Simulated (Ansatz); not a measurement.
In doubt: masses and optical values from hybrid runs of this build are listed as unsure (in some of the runs), which bears on the screening that GW takes from such a start.

The crystal is Sn2S3 (Ottemannite).

Symmetry: Pnma, No. 62, orthorhombic system. Conventional cell: a = 8.878 Å, b = 3.751 Å, c = 14.020 Å, α = 90.00°, β = 90.00°, γ = 90.00°. Nearest to Sn lie 6 S at 2.50 to 2.60 Å. Sn has 4 S at 2.65 to 3.14 Å nearest. Nearest to S lie 4 Sn at 2.57 to 3.14 Å. Nearest to S lie 3 Sn at 2.56 to 2.77 Å. S has 3 Sn at 2.50 to 2.65 Å nearest. Farther neighbours and most contacts between anions are not listed.

```cif
data_structure
_symmetry_space_group_name_H-M 'P 1'
_symmetry_Int_Tables_number 1
_cell_length_a 8.8780
_cell_length_b 3.7510
_cell_length_c 14.0200
_cell_angle_alpha 90.000
_cell_angle_beta 90.000
_cell_angle_gamma 90.000
_cell_volume 466.89
loop_
_atom_site_label
_atom_site_type_symbol
_atom_site_fract_x
_atom_site_fract_y
_atom_site_fract_z
_atom_site_occupancy
Sn1 Sn 0.16494 0.25000 0.05195 1
Sn2 Sn 0.33506 0.75000 0.55195 1
Sn3 Sn 0.66494 0.25000 0.44805 1
Sn4 Sn 0.83506 0.75000 0.94805 1
Sn5 Sn 0.48509 0.75000 0.16936 1
Sn6 Sn 0.01491 0.25000 0.66936 1
Sn7 Sn 0.98509 0.75000 0.33064 1
Sn8 Sn 0.51491 0.25000 0.83064 1
S9 S 0.98047 0.75000 0.10640 1
S10 S 0.51953 0.25000 0.60640 1
S11 S 0.48047 0.75000 0.39360 1
S12 S 0.01953 0.25000 0.89360 1
S13 S 0.33879 0.75000 0.99524 1
S14 S 0.16121 0.25000 0.49524 1
S15 S 0.83879 0.75000 0.50476 1
S16 S 0.66121 0.25000 0.00476 1
S17 S 0.28631 0.25000 0.21246 1
S18 S 0.21369 0.75000 0.71246 1
S19 S 0.78631 0.25000 0.28754 1
S20 S 0.71369 0.75000 0.78754 1
```

The cell and positions come from the Crystallography Open Database and are kept as given unless a step says otherwise. PAW set soft_2, made with PBE.

Gaps computed with Ansatz 0.2.0 without a self-energy: HSE06 1.23 eV, r2SCAN 0.83 eV and PBE0 1.87 eV.

Q: Estimate the G0W0@HSE06 gap with 2×4×2 mesh, 420 empty bands, screening to 54 eV, default PAW files.

About 1.55 eV: on its mesh the run moves the gap from 1.28 eV by +0.27 eV. A band edge moves to another state on the way. Among the scalar-relativistic levels given, HSE06 is nearest (−0.32 eV). Bands and cutoff are finite, so the gap is not at the basis limit. The miss can reach some tenths of an eV and take either sign; the mesh is an error of its own. The 2×4×2 mesh is coarse for this cell (its supercell is 15 Å along the shortest edge). The RPA ε∞ on it, from the HSE06 start, is 7.13, 7.19 and 7.58; such meshes misread the long-range screening, most where the gap is narrow. The many-body steps are scalar-relativistic: spin-orbit coupling is not in them.

[Paths, hosts, dates, memory and timing lines, banners, echoed tables and standing remarks are left out of the program output.]

[Logs are printed without paths, hosts, clocks, repeated set-up lines and the standing remarks that a program may print on its own settings, such as how far it seeks lower states.]

[Runs of the session that timed out or met a known fault of the program may be left out.]

[Cells called generated may have been cut or substituted from an entry of the Crystallography Open Database or the Materials Project.]

[Hosts, paths, dates, database ids (printed as entryN), source tags and the programs' standing remarks are cut or masked in the printed files.]
